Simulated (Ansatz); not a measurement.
# Quasi-harmonic thermodynamics of GaC (hypothetical, P4/mmm), part 2 of 3

Wanted: α(T), C_P(T) and B(T) of GaC (hypothetical) in the quasi-harmonic approximation. The crystal structure is hypothetical: it was made by swapping elements on a known structure type.

Ansatz 0.2.0; DFT PBEsol, scalar-relativistic, plane waves, PAW.

So far. Step 2 (A first coarse run): The start is under -9.6 GPa at this level and looks like a metal on this mesh.

## 4. Finding the static equilibrium

The vibrations must be taken about the equilibrium of this functional, not about the starting cell, so the structure is relaxed.

input.yaml reads:

```yaml
crystal:
  lattice:
    - [2.971185365, 0.0, 0.0]
    - [0.0, 2.971185365, 0.0]
    - [0.0, 0.0, 2.7067512955]
  atoms:
    - { symbol: Ga, position: [0.0, 0.0, 0.144700996] }
    - { symbol: C, position: [0.5, 0.5, 0.145299004] }
kpoints:
  mp_grid: { grid: [14, 14, 16] }
hamiltonian:
  xc: pbesol
scf:
  occupations: { method: gaussian, width: 0.1 }
output:
  forces: true
  stress: true
  eigenvalues: true
  write_density: true
  write_potential: true
  elf: true
  volumetric_format: npy
relax:
  adjacent_minimum: "off"
  f_tol: 0.005
  max_steps: 80
  cell: { stress_tol: 0.05 }
```

Started as:

```bash
$ ansatz run input.yaml --threads 4 --pin off --max-ram 8192MiB --backend cpu --events-out ev --progress --plain --runs-dir out
```

Numbers of over 12 decimals in the logs are rounded to 6 here.

What it wrote:

```text
[...]
Crystal: 2 atoms, lattice volume = 23.895 Å³
Basis set: ecut = 420 eV, 461 PW (Γ), exchange–correlation on 40×40×40 points (8 copies of the dense FFT grid, shifted against one another)
Bands: 13, of which v1, the nominal top of the filled ones, is band 9 counted from 1 (8 counted from 0)
Symmetry: 8 space group operations
[...]
k-points: 324 of 3136 (time reversal used)
[...]
SCF iter   1: F=—  HF=-3986.697613 eV  |F-HF|=—  |Δ(HF+E_count)|=         —  Δρ=1.13e-2  dr2=3.71e-2  ethr=1.77e-3  ⟨swp⟩=4.6  Hψ=21677  notcnv=0
[...]
SCF iter   6: F=-3986.687904 eV  HF=-3986.687905 eV  |F-HF|=1.35e-7  |Δ(HF+E_count)|=   1.11e-6  Δρ=2.93e-5  dr2=9.62e-8  ethr=5.88e-10  ⟨swp⟩=7.2  Hψ=25735  notcnv=0
SCF 1 converged in 6 iterations: F = -3986.687904 eV  dr2 = 9.62e-8
[...]
relax step   1: F+E_penalty+E_count = -3986.68790440 eV  Δ(F+E_penalty+E_count) = +0.000e0 eV  max|allowed force component| = 2.597e-3 eV/Å  Δτ_max = 0.0000 Å  P = -0.302 GPa  Ω = 23.895 Å³  (6 SCF iters, dr2 threshold 1.00e-7 eV, accepted)
Crystal: 2 atoms, lattice volume = 23.696 Å³
[...]
SCF iter   6: F=-3986.689845 eV  HF=-3986.689845 eV  |F-HF|=1.82e-12  |Δ(HF+E_count)|=   1.56e-9  Δρ=2.86e-7  dr2=8.74e-12  ethr=9.94e-12  ⟨swp⟩=4.5  Hψ=19584  notcnv=0
SCF 2 converged in 6 iterations: F = -3986.689845 eV  dr2 = 8.74e-12
relax step   2: F+E_penalty+E_count = -3986.68984497 eV  Δ(F+E_penalty+E_count) = -1.941e-3 eV  max|allowed force component| = 1.784e-3 eV/Å  Δτ_max = 0.0002 Å  P = +0.183 GPa  Ω = 23.696 Å³  energy of the carried Pulay correction = +2.758e-4 eV  (6 SCF iters, dr2 threshold 2.00e-7 eV, accepted)
Crystal: 2 atoms, lattice volume = 23.542 Å³
Basis set: ecut = 420 eV, 445 PW (Γ), exchange–correlation on 40×40×40 points (8 copies of the dense FFT grid, shifted against one another)
[...]
SCF iter   6: F=-3986.690711 eV  HF=-3986.690711 eV  |F-HF|=4.55e-12  |Δ(HF+E_count)|=   3.91e-9  Δρ=8.15e-7  dr2=6.51e-11  ethr=2.11e-11  ⟨swp⟩=4.9  Hψ=20454  notcnv=0
SCF 3 converged in 6 iterations: F = -3986.690711 eV  dr2 = 6.51e-11
relax step   3: F+E_penalty+E_count = -3986.69071109 eV  Δ(F+E_penalty+E_count) = -8.661e-4 eV  max|allowed force component| = 4.742e-4 eV/Å  Δτ_max = 0.0004 Å  P = +0.106 GPa  Ω = 23.542 Å³  energy of the carried Pulay correction = +4.535e-4 eV  (6 SCF iters, dr2 threshold 2.00e-7 eV, accepted)
[...]
relax step   4: F+E_penalty+E_count = -3986.69067782 eV  Δ(F+E_penalty+E_count) = +3.327e-5 eV  max|allowed force component| = 5.261e-4 eV/Å  Δτ_max = 0.0000 Å  P = -0.045 GPa  Ω = 23.606 Å³  energy of the carried Pulay correction = +3.649e-4 eV  (6 SCF iters, dr2 threshold 2.00e-7 eV, accepted)
[...]
relax step   5: F+E_penalty+E_count = -3986.69069793 eV  Δ(F+E_penalty+E_count) = -2.011e-5 eV  max|allowed force component| = 2.815e-5 eV/Å  Δτ_max = 0.0002 Å  P = -0.003 GPa  Ω = 23.594 Å³  energy of the carried Pulay correction = +3.827e-4 eV  (6 SCF iters, accepted)
Basis set: ecut = 420 eV, 445 PW (Γ), exchange–correlation on 40×40×36 points (8 copies of the dense FFT grid, shifted against one another)
[...]
SCF iter   6: F=-3986.690379 eV  HF=-3986.690379 eV  |F-HF|=0.00e0  |Δ(HF+E_count)|=  9.09e-13  Δρ=1.55e-8  dr2=1.70e-14  ethr=1.00e-12  ⟨swp⟩=3.1  Hψ=15189  notcnv=0
SCF 6 converged in 6 iterations: F = -3986.690379 eV  dr2 = 1.70e-14
relax step   6: F+E_penalty+E_count = -3986.69037910 eV  Δ(F+E_penalty+E_count) = +3.188e-4 eV  max|allowed force component| = 2.826e-5 eV/Å  Δτ_max = 0.0000 Å  P = -0.017 GPa  Ω = 23.594 Å³  stress off target by 4.60e-2 GPa  SCF on the basis re-selected at this cell (its energy is not comparable with the rows above)  (6 SCF iters)
[...]
SCF converged after 6 iterations
Free energy (F): -3986.690379 eV
[...]
Internal energy: -3986.685971 eV  (E = F + TS)
E sigma→0 (E₀):  -3986.688175 eV
Entropy (-TS):   -0.004408 eV (-2.204 meV/atom)
Fermi energy:    10.301647 eV
[...]
--- Forces (eV/Å), atoms counted from 1 ---
  atom   1  Ga    -0.00000000     0.00000000     0.00002825
  atom   2  C      0.00000000    -0.00000000    -0.00002828
  max |Σ_I F_I| component: 2.51e-8 eV/Å
--- Stress (GPa, compression-positive) ---
       -0.001854      -0.000000       0.000000
       -0.000000      -0.001854       0.000000
        0.000000       0.000000      -0.045961
  P = ⅓ Tr σ = -0.0166 GPa (-0.166 kbar)
--- Band table (eV; the first three rows and the last of 324) ---
  k-point 0: bands = [... 5 lower, -3.7672, 8.8968, 8.8968, 11.2422, 12.2438, 18.3516, 22.0471, 23.6437]
  k-point 1: bands = [... 5 lower, -3.6953, 8.9385, 8.9385, 11.0895, 12.0657, 18.4212, 22.0167, 23.6757]
  k-point 2: bands = [... 5 lower, -3.4808, 9.0601, 9.0601, 10.3494, 11.9786, 18.6303, 21.6355, 23.7643]
  k-point 323: bands = [... 5 lower, 3.8509, 6.2212, 6.2212, 8.5107, 11.4283, 11.4592, 16.4521, 16.4521]
--- Relaxed structure (5 steps of the walk, 5 accepted, 1 SCFs on fresh bases) ---
[...]
cell:  # Å, volume = 23.5941 Å³
    - [2.978930, 0, -9.585465234480743e-18]
    - [0, 2.978930, 0]
    - [-8.73236343549403e-18, 0, 2.658782]
  atoms:
    - { symbol: Ga, position: [0, 0, 0.144997] }
    - { symbol: C, position: [0.5, 0.5, 0.145003] }
```

Elapsed: 12 s, on 4 threads of Intel Xeon Platinum 8488C (Sapphire Rapids), shared host; peak memory 0.51 GiB; 44 s of CPU time.

Step by step:

| step | energy less that of the first step (eV) | largest force component (eV/Å) | pressure (GPa) | volume (Å³) |
| --- | --- | --- | --- | --- |
| 1 | 0.0000 | 0.0026 | -0.30 | 23.90 |
| 2 | -0.0019 | 0.0018 | 0.18 | 23.70 |
| 3 | -0.0028 | 0.0005 | 0.11 | 23.54 |
| 4 | -0.0028 | 0.0005 | -0.04 | 23.61 |
| 5 | -0.0028 | 0.0000 | 0.00 | 23.59 |
| 6* | -0.0025 | 0.0000 | -0.02 | 23.59 |

Relaxation steps marked * repeat the geometry before them on a plane-wave basis chosen anew for their cell, so energy and pressure can jump there.

The run keeps the 8 symmetry operations that it works with, so distortions that break them were not tested.

| cell as run | before | after | change |
| --- | --- | --- | --- |
| a (Å) | 2.971 | 2.979 | +0.3 % |
| b (Å) | 2.971 | 2.979 | +0.3 % |
| c (Å) | 2.707 | 2.659 | -1.8 % |
| volume (Å³/atom) | 11.95 | 11.80 | -1.3 % |

The relaxed structure:

```xyz
2
Lattice="2.9789 0.0000 0.0000 0.0000 2.9789 0.0000 0.0000 0.0000 2.6588" Properties=species:S:1:pos:R:3 pbc="T T T"
Ga    0.0000    0.0000    0.3855
C     1.4895    1.4895    0.3855
```

Numbers from this step:

| Property | Result |
| --- | --- |
| pressure | -0.01656 GPa |
| volume per atom | 11.80 Å³ |

ELF in the ab plane at fractional z = 0.145, with atoms of Ga and C within 0.2 Å of it. It is the smooth field of the valence electrons, not physical close to the nuclei.

Ten even steps from '0' (0.03) to '9' (0.86):
```
000122222222100
001233455433210
112346888864321
223479999997432
223699999999632
224899744799842
125899400499852
125899400499852
224899744799842
223699999999632
223479999997432
112346888864321
001233455433210
000122222222100
400122211222100
```
Columns run along a (3.0 Å), rows up along b (3.0 Å). Atoms in or near the plane, at fractional coordinates: Ga at (0.00, 0.00), C at (0.50, 0.50).

Electrostatic potential energy in the ab plane at fractional z = 0.145, with atoms of Ga and C within 0.2 Å of it. With pseudopotentials it is smooth inside the atoms' cores, unlike the true potential.

Values in eV, 15 rows by 15 columns:
```
-12 -12 -13 -12  -7   4   9  11  11   9   4  -7 -12 -13 -12
-12 -13 -13 -11  -3   6   9  10  10   9   6  -3 -11 -13 -13
-13 -12 -11  -6   2   7   8   8   8   8   7   2  -6 -11 -12
 -8  -7  -3   2   6   5   3  -1  -1   3   5   6   2  -3  -7
  3   4   6   7   5  -1 -16 -27 -27 -16  -1   5   7   6   4
  9   9   9   8   3 -16 -40 -55 -55 -40 -16   3   8   9   9
 11  11  10   8  -1 -27 -55 -55 -55 -55 -27  -1   8  10  11
 11  11  10   8  -1 -27 -55 -55 -55 -55 -27  -1   8  10  11
  9   9   9   8   3 -16 -40 -55 -55 -40 -16   3   8   9   9
  3   4   6   7   5  -1 -16 -27 -27 -16  -1   5   7   6   4
 -8  -7  -3   2   6   5   3  -1  -1   3   5   6   2  -3  -7
-13 -12 -11  -6   2   7   8   8   8   8   7   2  -6 -11 -12
-12 -13 -13 -11  -3   6   9  10  10   9   6  -3 -11 -13 -13
-12 -12 -13 -12  -7   4   9  11  11   9   4  -7 -12 -13 -12
-11 -12 -12 -13  -8   3   9  11  11   9   3  -8 -13 -12 -12
```
Columns run along a (3.0 Å; values clipped at the 3rd and 97th percentile), rows up along b (3.0 Å). Atoms in or near the plane, at fractional coordinates: Ga at (0.00, 0.00), C at (0.50, 0.50).

Valence density in the ab plane at fractional z = 0.145, with atoms of Ga and C within 0.2 Å of it. It is the smooth field of the valence electrons, not physical close to the nuclei.

Values in e/Å³, 15 rows by 15 columns:
```
33 22  7  2  1  0  0  0  0  0  0  1  2  7 22
10  7  3  1  1  0  0  0  0  0  0  1  1  3  7
 2  2  1  1  1  1  1  1  1  1  1  1  1  1  2
 1  1  1  1  1  1  1  1  1  1  1  1  1  1  1
 0  0  0  1  1  1  1  1  1  1  1  1  1  0  0
 0  0  0  1  1  1  2  2  2  2  1  1  1  0  0
 0  0  0  1  1  1  2  2  2  2  1  1  1  0  0
 0  0  0  1  1  1  2  2  2  2  1  1  1  0  0
 0  0  0  1  1  1  2  2  2  2  1  1  1  0  0
 0  0  0  1  1  1  1  1  1  1  1  1  1  0  0
 1  1  1  1  1  1  1  1  1  1  1  1  1  1  1
 2  2  1  1  1  1  1  1  1  1  1  1  1  1  2
10  7  3  1  1  0  0  0  0  0  0  1  1  3  7
33 22  7  2  1  0  0  0  0  0  0  1  2  7 22
52 33 10  2  1  0  0  0  0  0  0  1  2 10 33
```
Columns run along a (3.0 Å), rows up along b (3.0 Å). Atoms in or near the plane, at fractional coordinates: Ga at (0.00, 0.00), C at (0.50, 0.50).

The relaxation ends with a largest force component of 2.8e-5 eV/Å and a pressure of -0.02 GPa.

## 5. Tight relaxation

The thresholds are tightened for a last relaxation ahead of the phonons, and where mesh or smearing change with them the cell follows.

input.yaml reads:

```yaml
crystal:
  lattice:
    - [2.9789303707, 0.0, 0.0]
    - [0.0, 2.9789303707, 0.0]
    - [0.0, 0.0, 2.658782201]
  atoms:
    - { symbol: Ga, position: [0.0, 0.0, 0.1449966849] }
    - { symbol: C, position: [0.5, 0.5, 0.1450033151] }
kpoints:
  mp_grid: { grid: [16, 16, 16] }
hamiltonian:
  xc: pbesol
scf:
  occupations: { method: methfessel_paxton, width: 0.15 }
output:
  forces: true
  stress: true
  eigenvalues: true
relax:
  adjacent_minimum: "off"
  f_tol: 0.001
  max_steps: 60
  cell: { stress_tol: 0.01 }
```

What it wrote:

```text
[...]
k-point 404: bands = [... 5 lower, 3.7707, 6.1038, 6.1038, 8.5141, 11.3161, 11.4195, 16.3883, 16.3883]
--- Relaxed structure (6 steps of the walk, 6 accepted, 2 SCFs on fresh bases) ---
[...]
cell:  # Å, volume = 23.7055 Å³
    - [2.974041, 0, 0]
    - [0, 2.974041, 0]
    - [0, 0, 2.680130]
  atoms:
    - { symbol: Ga, position: [0, 0, 0.145] }
    - { symbol: C, position: [0.5, 0.5, 0.145] }
[key lines of the parts left out:]
SCF converged after 5 iterations
Free energy (F): -3986.690471 eV
Fermi energy:    10.249571 eV
P = ⅓ Tr σ = 0.0003 GPa (0.003 kbar)
```

Wall time 11 s (4 threads); peak memory 0.5 GiB.

Relaxation path:

| step | energy less that of the first step (eV) | largest force component (eV/Å) | pressure (GPa) | volume (Å³) |
| --- | --- | --- | --- | --- |
| 1 | 0.0000 | 0.0000 | -0.08 | 23.59 |
| 2 | -0.0004 | 0.0000 | -0.14 | 23.67 |
| 3 | -0.0006 | 0.0000 | 0.09 | 23.69 |
| 4 | -0.0005 | 0.0000 | -0.02 | 23.71 |
| 5 | -0.0006 | 0.0000 | 0.00 | 23.70 |
| 6* | -0.0007 | 0.0000 | 0.00 | 23.70 |
| 7 | -0.0007 | 0.0000 | 0.00 | 23.71 |
| 8* | -0.0007 | 0.0000 | 0.00 | 23.71 |

Relaxation steps marked * repeat the geometry before them on a plane-wave basis chosen anew for their cell, so energy and pressure can jump there.

Forces are held to the 16 operations that the run works with; a distortion that breaks them can't arise in this run.

| conventional cell, symmetrised | before | after | change |
| --- | --- | --- | --- |
| a (Å) | 2.979 | 2.974 | -0.2 % |
| b (Å) | 2.979 | 2.974 | -0.2 % |
| c (Å) | 2.659 | 2.680 | +0.8 % |
| volume (Å³/atom) | 11.80 | 11.85 | +0.5 % |

The relaxed structure:

```xyz
2
Lattice="2.9740 0.0000 0.0000 0.0000 2.9740 0.0000 0.0000 0.0000 2.6801" Properties=species:S:1:pos:R:3 pbc="T T T"
Ga    0.0000    0.0000    0.3886
C     1.4870    1.4870    0.3886
```

This step gave:

```
pressure        : 2.87e-4 GPa
volume per atom : 11.85 Å³
```

The residual pressure is 2.9e-4 GPa, small enough for phonons.

## 6. An input with a fault

This input was changed on purpose, to see how the program answers.

input.yaml reads:

```yaml
crystal:
  lattice:
    - [2.9740410114, 0.0, 0.0]
    - [0.0, 2.9740410114, 0.0]
    - [0.0, 0.0, 2.6801300156]
  atoms:
    - { symbol: Ga, position: [0.0, 0.0, 0.145] }
    - { symbol: C, position: [0.5, 0.5, 0.145] }
kpoints:
  mp_grid: { grid: [16, 16, 16] }
hamiltonian:
  xc: pbesol
scf:
  occupations: { method: methfessel_paxton, width: 0.15 }
  max_iter: 50
output:
  eigenvalues: true
phonons:
  method: dfpt
  qmesh: [4, 4, 4]
  thermal_expansion: "~"
```

What it wrote:

```text
Error: YAML parse error: error: line 21 column 22: expected mapping start
  --> <input>:21:22
   |
19 |   method: dfpt
20 |   qmesh: [4, 4, 4]
21 |   thermal_expansion: "~"
   |                      ^ expected mapping start
```

The job ended after 0.02 s (4 threads; peak memory 0.028 GiB).

The program refused the input before any cycle.

The program's message: “Error: YAML parse error: error: line 21 column 22: expected mapping start
  --> <input>:21:22
   |
19 |   method: dfpt
20 |   qmesh: [4, 4, 4]
21 |   thermal_expansion: "~"
   |                      ^ …”

The fault put into the input: a string where a block is expected.

## 7. Phonons on strained cells, q-mesh 2×2×2

Thermal expansion follows from how the free energy of the vibrations (and of the electrons in a metal) changes with strain, so the program makes strained cells, their phonons and a fit in one run.

input.yaml, the sections that differ from step 6:

```yaml
scf:
  occupations: { method: methfessel_paxton, width: 0.15 }
phonons:
  method: dfpt
  qmesh: [2, 2, 2]
  temperatures: { t_max: 1200.0, t_step: 50 }
  thermal_expansion: {}
# crystal, kpoints, hamiltonian, output: as in step 6
```

What it wrote:

```text
Warning: crystal.symmetry: narrowed to the stabiliser of the run's FFT grids — unitary ops 16 → 8. A phonons.method: dfpt run fills in the rows of the dynamical matrix that it does not solve by its symmetry operations, which is exact only for operations that map its FFT grids onto themselves: filled in by any other, the frequencies could depend on the order in which like atoms are typed, or, by more than the grids' own error, on where the crystal sits among the grids' points. Excluded: 8 operations. The run can therefore solve more perturbations, solve them on more k-points, or both, and cost more. [rest of the remark cut]
The last accepted step is kept in <dir> (removed where the run ends without a failure and the disk answers)
Engine: ansatz 0.2.0, x86_64-unknown-linux-gnu
Pseudopotentials: kind: paw
Pseudopotential: Ga, paw, valence charge 13, recommended cutoff 420 eV (normal), Ga.paw.azcp
Pseudopotential: C, paw, valence charge 4, recommended cutoff 420 eV (normal), C.paw.azcp
Functional definition: PBEsol
  exchange = pbesol_x
  correlation = pbesol_c
Crystal: 2 atoms, lattice volume = 23.706 Å³
Basis set: ecut = 487.2 eV, 569 PW (Γ), exchange–correlation on 48×48×40 points (8 copies of the dense FFT grid, shifted against one another)
Bands: 13, of which v1, the nominal top of the filled ones, is band 9 counted from 1 (8 counted from 0)
Symmetry: 16 space group operations
Space group: P4/mmm (ITA 123), of the structure as read, at distance tolerance 2.9e-5 Å
k-points: 405 of 4096
Non-local potential: Ga, projectors of the file, l = 0: 2, l = 1: 2, l = 2: 3, l = 3: 1
Non-local potential: C, projectors of the file, l = 0: 2, l = 1: 2, l = 2: 1
PAW form: soft (Blöchl's): semilocal exchange-correlation on the pseudo side does not see the compensation charge
PAW frozen core: Ga, regenerated for the run's functional, and the local potential with it (the file was generated under x = pbe(κ = 0.804, μ = 0.219515), c = pbe(β = 0.066725))
PAW frozen core: C, regenerated for the run's functional, and the local potential with it (the file was generated under x = pbe(κ = 0.804, μ = 0.219515), c = pbe(β = 0.066725))
PAW one-centre angular grid: Ga, 590 points (default); XC on 64 Gauss nodes
PAW one-centre angular grid: C, 110 points (default); XC on 64 Gauss nodes
Initial density: superposition of atomic densities (neutral atoms: chi_scale 0, normalization atom), corrected by the library's trained network
Initial wavefunctions: pseudopotential atomic-orbital guess
Functional: x = pbesol(κ = 0.804, μ = 0.123457), c = pbesol(β = 0.046)
SCF iter   1: F=—  HF=-3986.703525 eV  |F-HF|=—  |Δ(HF+E_count)|=         —  Δρ=1.08e-2  dr2=3.37e-2  ethr=1.77e-3  ⟨swp⟩=4.8  Hψ=27157  notcnv=0
[...]
Free energy (F): -3986.694395 eV
Harris-Foulkes:  -3986.694395 eV  (|F-HF|=1.36e-12)
Internal energy: -3986.694664 eV  (E = F + TS)
E sigma→0 (E₀):  -3986.694463 eV
Entropy (-TS):   0.000269 eV (0.134 meV/atom)
Fermi energy:    10.248787 eV
--- Per-component energies (eV) ---
  E_band       = -10.548167
  E_kinetic    = 198.879167
  E_local      = -1859.704299  (includes V_loc(G=0)·N_el)
  E_nonlocal   = 454.342828
  E_hartree    = 864.633732
  E_xc         = -115.106527
  E_vxc        = -116.001947  (∫ρ·V_xc dr)
  E_paw        = -2044.163736  (= ΣΔE_a)
  E_vpaw       = -417.331398  (= ΣTr[D̂ρ^β])
  E_aug_tail   = -0.000059  (compensation charges beyond the density's cutoff)
  E_ewald      = -1486.459848
  E_core_change = 0.884078  (= ΣΔE_core)
  E_smearing   = 0.000269  (= −TS)
  E_closure    = 0.000000  (closes the sum)
  Σ components = -3986.694395   (vs F -3986.694395, Δ=0.00e0)
--- Forces (eV/Å), atoms counted from 1 ---
  atom   1  Ga    -0.00000000     0.00000000     0.00000000
  atom   2  C      0.00000000     0.00000000     0.00000000
  max |Σ_I F_I| component: 5.92e-30 eV/Å
--- Stress (GPa, compression-positive) ---
       -0.018835       0.000000       0.000000
        0.000000      -0.018835       0.000000
        0.000000       0.000000       0.011042
  P = ⅓ Tr σ = -0.0089 GPa (-0.089 kbar)
--- Band table (eV; the first three rows and the last of 405) ---
  k-point 0: bands = [... 5 lower, -3.7996, 8.8682, 8.8682, 11.2619, 12.0350, 18.3403, 21.7475, 23.6659]
  k-point 1: bands = [... 5 lower, -3.7295, 8.9085, 8.9085, 11.0408, 11.9334, 18.4088, 21.7378, 23.6961]
  k-point 2: bands = [... 5 lower, -3.5205, 9.0252, 9.0252, 10.2049, 11.9592, 18.6139, 21.4037, 23.7778]
  k-point 404: bands = [... 5 lower, 3.7707, 6.1035, 6.1035, 8.5136, 11.3162, 11.4189, 16.3867, 16.3867]
── thermal expansion: 5 new cells, 5 in all ──
thermal expansion: relaxation of cell 2
thermal expansion: relaxation of cell 3
thermal expansion: relaxation of cell 4
thermal expansion: relaxation of cell 5
── thermal expansion: 3 new cells, 8 in all ──
thermal expansion: relaxation of cell 6
thermal expansion: lower-state search of cell 6
thermal expansion: electrons of cell 6
thermal expansion: phonons of cell 6
WARN: thermal expansion: vibrations_at_or_below_zero in the phonons of 1 cell: 6
this run last wrote the structure of step 1 to <dir>
--- Relaxed structure (1 steps of the walk, 1 accepted, 0 SCFs on fresh bases) ---
  F+E_penalty+E_count = -3986.69439534 eV   max|allowed force component| = 3.353e-30 eV/Å
  atoms:
    - { symbol: Ga, position: [0.0, 0.0, 0.145000] }
    - { symbol: C, position: [0.5, 0.5, 0.145000] }
--- Thermal expansion: 8 cells in 2 rounds, 0 GPa ---
  no lower state was reached at cell 6; its state was not examined: fill_not_monotonic
  not told: vibrations stand at or below zero in cell 6 (1.625 modes a cell, the lowest at -448.1 cm⁻¹): the crystal is at no minimum there, or its k-points are too few: type the crystal that it becomes, another pressure, or a denser kpoints.mp_grid, in a new run
  vibrations_at_or_below_zero in the phonons of 1 cell: 6
Error: vibrations stand at or below zero in cell 6 (1.625 modes a cell, the lowest at -448.1 cm⁻¹): the crystal is at no minimum there, or its k-points are too few: type the crystal that it becomes, another pressure, or a denser kpoints.mp_grid, in a new run
[key lines of the parts left out:]
SCF converged after 8 iterations
```

It took 2.5 min on 4 threads; peak memory 1.2 GiB.

The run ended with an error.

The program's message: “vibrations stand at or below zero in cell 6 (1.625 modes a cell, the lowest at -448.1 cm⁻¹): the crystal is at no minimum there, or its k-points are too few: type the crystal that it becomes, another …”

[end of part 2 of 3]

[Logs are printed without paths, hosts, clocks, repeated set-up lines and the standing remarks that a program may print on its own settings, such as how far it seeks lower states.]

[Hosts, paths, dates, database ids (printed as entryN), source tags and the programs' standing remarks are cut or masked in the printed files.]

[A step with changed settings may run another functional than the one named; its input shows which.]
